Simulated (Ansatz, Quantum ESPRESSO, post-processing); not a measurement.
# In chain with one bond drawn out by 2.0 Å: ballistic transmission, part 4 of 4

Wanted: the transmission near the Fermi level and the conductance of this junction: In chain with one bond drawn out by 2.0 Å.

Quantum ESPRESSO 7.5; plane-wave DFT, LDA, GBRV ultrasoft pseudopotentials; cross-check by Ansatz 0.2.0 with PAW datasets.

So far. Step 2 (Self-consistent run): The run needed 17 iterations to bring the estimated error under 1e-07 Ry; the largest force on any atom, held or free, is 0.40 eV/Å. Step 3 (Transmission with pwcond.x): At no point does T exceed the number of channels.

### Step 5. Cross-check with Ansatz

A second code with its own PAW datasets, on the same atoms.

Level of this step: plane-wave DFT, LDA, Ansatz PAW (Ansatz 0.2.0).

input.yaml reads:

```yaml
crystal:
  lattice:
    - [7.5, 0.0, 0.0]
    - [0.0, 7.5, 0.0]
    - [0.0, 0.0, 31.5]
  atoms:
    - { symbol: In, position: [0.5, 0.5, 0.0] }
    - { symbol: In, position: [0.5, 0.5, 0.0936507937] }
    - { symbol: In, position: [0.5, 0.5, 0.1873015873] }
    - { symbol: In, position: [0.5, 0.5, 0.280952381] }
    - { symbol: In, position: [0.5, 0.5, 0.3746031746] }
    - { symbol: In, position: [0.5, 0.5, 0.5317460317] }
    - { symbol: In, position: [0.5, 0.5, 0.6253968254] }
    - { symbol: In, position: [0.5, 0.5, 0.719047619] }
    - { symbol: In, position: [0.5, 0.5, 0.8126984127] }
    - { symbol: In, position: [0.5, 0.5, 0.9063492063] }
kpoints:
  mp_grid: { grid: [1, 1, 4] }
hamiltonian:
  xc: lda
scf:
  occupations: { method: fermi_dirac, width: 0.1 }
  convergence: { dr2_threshold: 1.0e-08 }
output:
  transmission:
    leads: [[0, 1]]
    e_range: [-2.0, 2.0]
    de: 0.05
    kmesh: [1, 1]
    reduced_basis: true
  write_potential: true
  write_density: true
  volumetric_format: npy
  elf: true
```

Launch:

```sh
ansatz run input.yaml --threads 4 --pin off --max-ram 8192MiB --backend cpu --events-out ev --progress --plain --runs-dir out
```

Numbers of over 12 decimals in the logs are rounded to 6 here.

The program printed:

```text
Engine: ansatz 0.2.0, aarch64-unknown-linux-gnu
Pseudopotentials: kind: paw
Pseudopotential: In, paw, valence charge 13, recommended cutoff 420 eV (normal), In.paw.azcp
Functional definition: SPW92
  exchange = slater_x
  correlation = pw_c
Crystal: 10 atoms, lattice volume = 1771.875 Å³
Basis set: ecut = 420 eV, 34633 PW (Γ)
Bands: 78, of which v1, the nominal top of the filled ones, is band 65 counted from 1 (64 counted from 0)
Symmetry: 16 space group operations
Space group: P4/mmm (ITA 123), of the structure as read, at distance tolerance 1.2e-4 Å
k-points: 3 of 4
Non-local potential: In, projectors of the file, l = 0: 2, l = 1: 2, l = 2: 2, l = 3: 2
PAW form: soft (Blöchl's): semilocal exchange-correlation on the pseudo side does not see the compensation charge
PAW frozen core: In, regenerated for the run's functional, and the local potential with it (the file was generated under x = pbe(κ = 0.804, μ = 0.219515), c = pbe(β = 0.066725))
PAW one-centre angular grid: In, 590 points (default); XC on 64 Gauss nodes
Initial density: superposition of atomic densities (neutral atoms: chi_scale 0, normalization atom), corrected by the library's trained network
Initial wavefunctions: pseudopotential atomic-orbital guess
Functional: x = slater, c = lda
SCF iter   1: F=—  HF=-54555.088874 eV  |F-HF|=—  |Δ(HF+E_count)|=         —  Δρ=3.11e-3  dr2=1.23e0  ethr=1.77e-3  ⟨swp⟩=5.7  Hψ=776  notcnv=0
preconditioner: auto → LDOS  [metal: Δε(μ)=0.170 eV  Ē_g=12.962 eV  σ=0.100 eV  W_gap=0.37  n_scr=148 (ndim 8)  ℏωp=10.1 eV  f_vac=0.634  D(μ)=23.98/eV (n_scr^D=110)  β→1.0]
SCF iter   2: F=—  HF=-54555.016367 eV  |F-HF|=—  |Δ(HF+E_count)|=   7.25e-2  Δρ=1.51e-3  dr2=1.23e-1  ethr=9.48e-4  ⟨swp⟩=3.0  Hψ=276  notcnv=0
SCF iter   3: F=—  HF=-54555.005871 eV  |F-HF|=—  |Δ(HF+E_count)|=   1.05e-2  Δρ=7.90e-4  dr2=2.95e-2  ethr=9.50e-5  ⟨swp⟩=2.7  Hψ=428  notcnv=0
SCF iter   4: F=—  HF=-54555.002995 eV  |F-HF|=—  |Δ(HF+E_count)|=   2.88e-3  Δρ=2.65e-4  dr2=8.64e-3  ethr=2.27e-5  ⟨swp⟩=2.0  Hψ=375  notcnv=0
SCF iter   5: F=—  HF=-54555.002017 eV  |F-HF|=—  |Δ(HF+E_count)|=   9.78e-4  Δρ=9.39e-5  dr2=9.68e-4  ethr=6.64e-6  ⟨swp⟩=2.0  Hψ=270  notcnv=0
SCF iter   6: F=—  HF=-54555.001949 eV  |F-HF|=—  |Δ(HF+E_count)|=   6.84e-5  Δρ=4.72e-5  dr2=1.60e-4  ethr=7.44e-7  ⟨swp⟩=2.0  Hψ=270  notcnv=0
SCF iter   7: F=—  HF=-54555.001934 eV  |F-HF|=—  |Δ(HF+E_count)|=   1.52e-5  Δρ=2.71e-5  dr2=3.99e-5  ethr=1.23e-7  ⟨swp⟩=2.0  Hψ=357  notcnv=0
SCF iter   8: F=—  HF=-54555.001927 eV  |F-HF|=—  |Δ(HF+E_count)|=   6.20e-6  Δρ=1.24e-5  dr2=1.11e-5  ethr=3.07e-8  ⟨swp⟩=2.0  Hψ=443  notcnv=0
SCF iter   9: F=—  HF=-54555.001693 eV  |F-HF|=—  |Δ(HF+E_count)|=   2.34e-4  Δρ=4.63e-6  dr2=1.63e-6  ethr=8.58e-9  ⟨swp⟩=2.0  Hψ=427  notcnv=0
SCF iter  10: F=—  HF=-54555.001693 eV  |F-HF|=—  |Δ(HF+E_count)|=   1.19e-7  Δρ=3.14e-6  dr2=6.09e-7  ethr=1.26e-9  ⟨swp⟩=2.0  Hψ=432  notcnv=0
SCF iter  11: F=—  HF=-54555.001693 eV  |F-HF|=—  |Δ(HF+E_count)|=   8.16e-8  Δρ=9.10e-7  dr2=6.30e-8  ethr=4.69e-10  ⟨swp⟩=2.0  Hψ=428  notcnv=0
SCF iter  12: F=—  HF=-54555.001693 eV  |F-HF|=—  |Δ(HF+E_count)|=   4.54e-9  Δρ=5.52e-7  dr2=1.63e-8  ethr=4.84e-11  ⟨swp⟩=2.0  Hψ=277  notcnv=0
SCF iter  13: F=-54555.001693 eV  HF=-54555.001693 eV  |F-HF|=3.14e-9  |Δ(HF+E_count)|=   1.42e-9  Δρ=4.24e-7  dr2=3.84e-9  ethr=7.69e-12  ⟨swp⟩=4.7  Hψ=528  notcnv=0
smearing: bands 64 to 65 share 2.274 electrons (they would hold 2.000 with every lower band full and every higher one empty; bands counted from 0; each is filled to between 0.5410 and 0.5944 of a full level; at each k-point the levels lie within 9.4e-13 eV, against a smearing width of 0.1000 eV). The entropy term TS of this state is 0.7993 eV
SCF 1 converged in 13 iterations: F = -54555.001693 eV  dr2 = 3.84e-9
  greatest PAW one-centre occupation: 0.984 electrons in one spin orbital (limit 2), on the In atom at site 5 (counted from 0), in its partial waves of l = 2
transmission: 40 of 240 steps passed
transmission: 80 of 240 steps passed
[...]
transmission: 240 of 240 steps passed
SCF converged after 13 iterations
Free energy (F): -54555.001693 eV
Harris-Foulkes:  -54555.001693 eV  (|F-HF|=3.14e-9)
Internal energy: -54554.202397 eV  (E = F + TS)
E sigma→0 (E₀):  -54554.602045 eV
Entropy (-TS):   -0.799296 eV (-79.930 meV/atom)
Fermi energy:    -1.437188 eV
--- Per-component energies (eV) ---
  E_band       = -1772.224655
  E_kinetic    = 2402.373089
  E_local      = -25152.807611  (includes V_loc(G=0)·N_el)
  E_nonlocal   = 3688.316399
  E_hartree    = 10625.377066
  E_xc         = -2122.978565
  E_vxc        = -991.679147  (∫ρ·V_xc dr)
  E_paw        = -40114.077487  (= ΣΔE_a)
  E_vpaw       = -2969.185670  (= ΣTr[D̂ρ^β])
  E_aug_tail   = 0.000251  (compensation charges beyond the density's cutoff)
  E_ewald      = -3883.250903
  E_core_change = 2.845364  (= ΣΔE_core)
  E_smearing   = -0.799296  (= −TS)
  E_closure    = -0.000000  (closes the sum)
  Σ components = -54555.001693   (vs F -54555.001693, Δ=0.00e0)
--- Band table (eV) ---
  k-point 0: bands = [... 61 lower, -1.5703, -1.5703, -1.4873, -1.4536, -1.4536, -1.3200, -1.3200, -1.0147, ... 9 higher]
  k-point 1: bands = [... 61 lower, -1.6409, -1.5675, -1.5675, -1.4651, -1.4651, -1.3018, -1.3018, -1.0379, ... 9 higher]
  k-point 2: bands = [... 61 lower, -1.7805, -1.5643, -1.5643, -1.4754, -1.4754, -1.2835, -1.2835, -1.0609, ... 9 higher]
--- Transmission ---
  basis      : 497 plane waves across, 40 finite elements along
  points     : 1, standing for a mesh of 1 x 1
  energies   : 81 from -2.000000 to 2.000000 eV about the Fermi level, 0.050000 eV apart; the leads are filled to 0.000000 eV, and channels, transmission and decay are at 0.000000 eV
  crystal 0  : In1, at the sites [0, 1], period 2.9500 Å, over 29.50 Å; its Hamiltonian steps by up to 14.3 meV
    offset         : up to 0.0000 Å between an atom of the period and one for which it stands
    channels       : 3.000000e0 a spin
    conductance    : none, the energies end too early or step too widely for 300 K: set another output.transmission.e_range or a lower de, or, where they end at an eighth of basis.ecutwfc, a higher one
  junction   : crystal 0 to crystal 0, -1.47 to 27.07 Å
    transmission   : 4.122155e-1 a spin
    error estimate : 1.661433e-4 a spin from the reduction of the transverse basis, at the most 1.936076e-4 at -0.050000 eV
    conductance    : none, the energies end too early or step too widely for 300 K: set another output.transmission.e_range or a lower de, or, where they end at an eighth of basis.ecutwfc, a higher one
```

Wall time 23 s (4 threads of Arm Neoverse V2, shared host); peak memory 2.4 GiB.

Numbers from this step:

```
free energy                                  : -54555.0017 eV
energy at zero smearing                      : -54554.6020 eV
smearing term TS                             : 0.7993 eV
Fermi energy                                 : -1.437 eV
symmetry operations                          : 16
transmission at the Fermi level, one spin    : 0.4122
step of the lead's Hamiltonian over a period : 14.3 meV
```

Per spin. The transmission by energy, zero at the Fermi level:

energy (eV), transmission and a bar:
```
   -2.000      0.000 
   -1.800      0.000 
   -1.600      0.000 
   -1.400      0.000 
   -1.200      0.071 ###
   -1.000      0.133 ######
   -0.800      0.167 ########
   -0.600      0.193 #########
   -0.400      0.216 ##########
   -0.200      0.236 ###########
    0.000      0.412 ###################
    0.200      0.402 ##################
    0.400      0.388 ##################
    0.600      0.401 ##################
    0.800      0.427 ###################
    1.000      0.461 #####################
    1.200      0.497 #######################
    1.400      0.533 ########################
    1.600      0.571 ##########################
    1.800      0.611 ############################
    2.000      0.662 ##############################
```

Per spin. The open channels by energy, zero at the Fermi level:

| energy (eV) | open channels |
| --- | --- |
| -2.00 | 0 |
| -1.90 | 0 |
| -1.80 | 0 |
| -1.70 | 0 |
| -1.55 | 0 |
| -1.45 | 0 |
| -1.35 | 0 |
| -1.25 | 1 |
| -1.15 | 1 |
| -1.05 | 1 |
| -0.90 | 1 |
| -0.80 | 1 |
| -0.70 | 1 |
| -0.60 | 1 |
| -0.50 | 1 |
| -0.40 | 1 |
| -0.25 | 1 |
| -0.15 | 3 |
| -0.05 | 3 |
| 0.00 | 3 |
| 0.05 | 3 |
| 0.15 | 3 |
| 0.25 | 3 |
| 0.40 | 3 |
| 0.50 | 3 |
| 0.60 | 3 |
| 0.70 | 3 |
| 0.80 | 3 |
| 0.90 | 3 |
| 1.05 | 3 |
| 1.15 | 3 |
| 1.25 | 3 |
| 1.35 | 3 |
| 1.45 | 3 |
| 1.55 | 3 |
| 1.70 | 3 |
| 1.80 | 3 |
| 1.90 | 3 |
| 2.00 | 3 |

Valence density in the ca plane at fractional y = 0.500, with atoms of In within 0.2 Å of it. It is the smooth field of the valence electrons, not physical close to the nuclei.

Values in units of 1e0 e/Å³, 11 rows by 16 columns, each cell a mean:
```
0.0 0.0 0.0 0.0 0.0 0.0 0.0 0.0 0.0 0.0 0.0 0.0 0.0 0.0 0.0 0.0
0.0 0.0 0.0 0.0 0.0 0.0 0.0 0.0 0.0 0.0 0.0 0.0 0.0 0.0 0.0 0.0
0.0 0.0 0.0 0.0 0.0 0.0 0.0 0.0 0.0 0.0 0.0 0.0 0.0 0.0 0.0 0.0
0.1 0.2 0.1 0.1 0.2 0.1 0.1 0.2 0.1 0.1 0.2 0.1 0.1 0.2 0.1 0.1
0.5 3.3 0.5 0.7 3.2 0.4 0.9 3.1 0.3 1.1 2.9 0.3 1.4 2.7 0.2 1.6
1.0 8.0 0.9 1.5 7.8 0.7 1.9 7.5 0.6 2.5 7.0 0.4 3.1 6.5 0.4 3.8
0.3 1.6 0.3 0.4 1.6 0.3 0.5 1.5 0.2 0.6 1.4 0.2 0.7 1.3 0.2 0.9
0.0 0.1 0.1 0.1 0.1 0.1 0.1 0.1 0.1 0.1 0.1 0.0 0.1 0.1 0.0 0.1
0.0 0.0 0.0 0.0 0.0 0.0 0.0 0.0 0.0 0.0 0.0 0.0 0.0 0.0 0.0 0.0
0.0 0.0 0.0 0.0 0.0 0.0 0.0 0.0 0.0 0.0 0.0 0.0 0.0 0.0 0.0 0.0
0.0 0.0 0.0 0.0 0.0 0.0 0.0 0.0 0.0 0.0 0.0 0.0 0.0 0.0 0.0 0.0
```
Columns run along c (16.0 Å, from fractional 0.49 to 1.00 of the cell), rows up along a (7.5 Å). Atoms in or near the plane, at fractional coordinates: In at (0.53, 0.50), In at (0.63, 0.50), In at (0.72, 0.50), In at (0.81, 0.50), In at (0.91, 0.50).

ELF in the ca plane at fractional y = 0.500, with atoms of In within 0.2 Å of it. It is the smooth field of the valence electrons, not physical close to the nuclei.

Values, 11 rows by 16 columns, each cell a mean:
```
0.01 0.01 0.00 0.01 0.01 0.01 0.01 0.01 0.01 0.01 0.01 0.01 0.01 0.01 0.00 0.01
0.13 0.09 0.05 0.12 0.13 0.09 0.10 0.12 0.08 0.09 0.13 0.07 0.10 0.14 0.07 0.12
0.42 0.31 0.18 0.31 0.33 0.25 0.27 0.31 0.23 0.26 0.33 0.22 0.28 0.34 0.20 0.31
0.52 0.33 0.30 0.40 0.32 0.37 0.36 0.32 0.37 0.34 0.33 0.35 0.34 0.34 0.34 0.35
0.42 0.19 0.31 0.34 0.19 0.35 0.31 0.19 0.37 0.28 0.20 0.36 0.26 0.21 0.35 0.25
0.36 0.03 0.29 0.29 0.03 0.33 0.25 0.05 0.35 0.21 0.07 0.34 0.19 0.09 0.34 0.17
0.45 0.26 0.32 0.36 0.25 0.36 0.33 0.26 0.38 0.30 0.26 0.37 0.29 0.27 0.36 0.29
0.53 0.35 0.28 0.40 0.34 0.35 0.36 0.34 0.35 0.34 0.36 0.33 0.35 0.37 0.31 0.37
0.33 0.25 0.13 0.26 0.28 0.20 0.22 0.26 0.18 0.20 0.28 0.17 0.23 0.29 0.15 0.26
0.07 0.05 0.03 0.08 0.08 0.06 0.06 0.07 0.05 0.05 0.08 0.05 0.06 0.08 0.04 0.07
0.00 0.00 0.00 0.00 0.00 0.00 0.00 0.00 0.00 0.00 0.00 0.00 0.00 0.00 0.00 0.00
```
Columns run along c (16.0 Å, from fractional 0.49 to 1.00 of the cell), rows up along a (7.5 Å). Atoms in or near the plane, at fractional coordinates: In at (0.53, 0.50), In at (0.63, 0.50), In at (0.72, 0.50), In at (0.81, 0.50), In at (0.91, 0.50).

Ansatz finds T = 0.412 against pwcond's 0.505.

### Step 6. All levels side by side

All levels:

| step | T at the Fermi level (per spin) | conductance (G0) | r.m.s. T(E) from the first | CPU time of the step (s) | peak memory (GiB) |
| --- | --- | --- | --- | --- | --- |
| Ansatz | 0.4122 | - | 0 | 85.15 | 2.364 |
| pwcond | 0.505 | 0.505 | 0.01984 | 625.2 | 0.43 |
| pwcond, changed setting | 0.503 | 0.503 | 0.0198 | 534.5 | 0.42 |

Per spin. The transmission by energy, zero at the Fermi level:

| energy (eV) | Ansatz | pwcond | pwcond, changed setting |
| --- | --- | --- | --- |
| -2.00 | 0 | 0 | 0 |
| -1.90 | 0 | 0 | 0 |
| -1.70 | 0 | 0 | 0 |
| -1.60 | 0 | 0 | 0 |
| -1.40 | 0 | 0 | 0 |
| -1.30 | 0 | 0 | 0 |
| -1.20 | 0.0707 | 0.0592 | 0.0468 |
| -1.00 | 0.133 | 0.148 | 0.149 |
| -0.90 | 0.151 | 0.162 | 0.162 |
| -0.80 | 0.167 | 0.173 | 0.173 |
| -0.60 | 0.193 | 0.196 | 0.194 |
| -0.50 | 0.205 | 0.207 | 0.205 |
| -0.30 | 0.226 | 0.230 | 0.227 |
| -0.20 | 0.236 | 0.241 | 0.238 |
| -0.10 | 0.308 | 0.373 | 0.367 |
| 0.00 | 0.412 | 0.505 | 0.503 |
| 0.10 | 0.420 | 0.434 | 0.436 |
| 0.20 | 0.402 | 0.384 | 0.384 |
| 0.30 | 0.391 | 0.375 | 0.374 |
| 0.50 | 0.393 | 0.388 | 0.387 |
| 0.60 | 0.401 | 0.395 | 0.394 |
| 0.80 | 0.427 | 0.415 | 0.413 |
| 0.90 | 0.443 | 0.432 | 0.430 |
| 1.00 | 0.461 | 0.462 | 0.459 |
| 1.20 | 0.497 | 0.485 | 0.483 |
| 1.30 | 0.515 | 0.511 | 0.509 |
| 1.40 | 0.533 | 0.534 | 0.531 |
| 1.60 | 0.571 | 0.573 | 0.570 |
| 1.70 | 0.590 | 0.593 | 0.590 |
| 1.90 | 0.635 | 0.640 | 0.636 |
| 2.00 | 0.662 | 0.668 | 0.664 |

### Step 7. Worked from the printed numbers

G = 0.505 × 77.48 µS = 39.1 µS a cell, a resistance of 25.6 kΩ.

### Step 8. What came out

```json
{
 "conductance from T at the Fermi level, a cell (G₀ = 2e²/h)": "0.505 G₀",
 "lead channels per spin": "3.00",
 "the same conductance by Ansatz": "0.412 G₀"
}
```

The junction conducts 0.505 G₀ a cell at the Fermi level (LDA, GBRV ultrasoft). At the Fermi level the junction passes 17 % of what the leads offer. At the Fermi level pwcond and Ansatz differ by 23 %; unlike potentials, short leads and band edges at slightly different energies can each add to that; the cause was not traced. Over -2 to 2 eV, T lies between 0 and 0.67 per spin. The geometry is as built, not relaxed, and the leads are short.

[Logs are printed without paths, hosts, clocks, repeated set-up lines and the standing remarks that a program may print on its own settings, such as how far it seeks lower states.]

[Hosts, paths, dates, database ids (printed as entryN), source tags and the programs' standing remarks are cut or masked in the printed files.]

[Maps of the electrostatic potential energy from Ansatz leave out the sawtooth potential of an applied field or a dipole correction, so their vacuum need not be flat; planar profiles and work functions include it.]
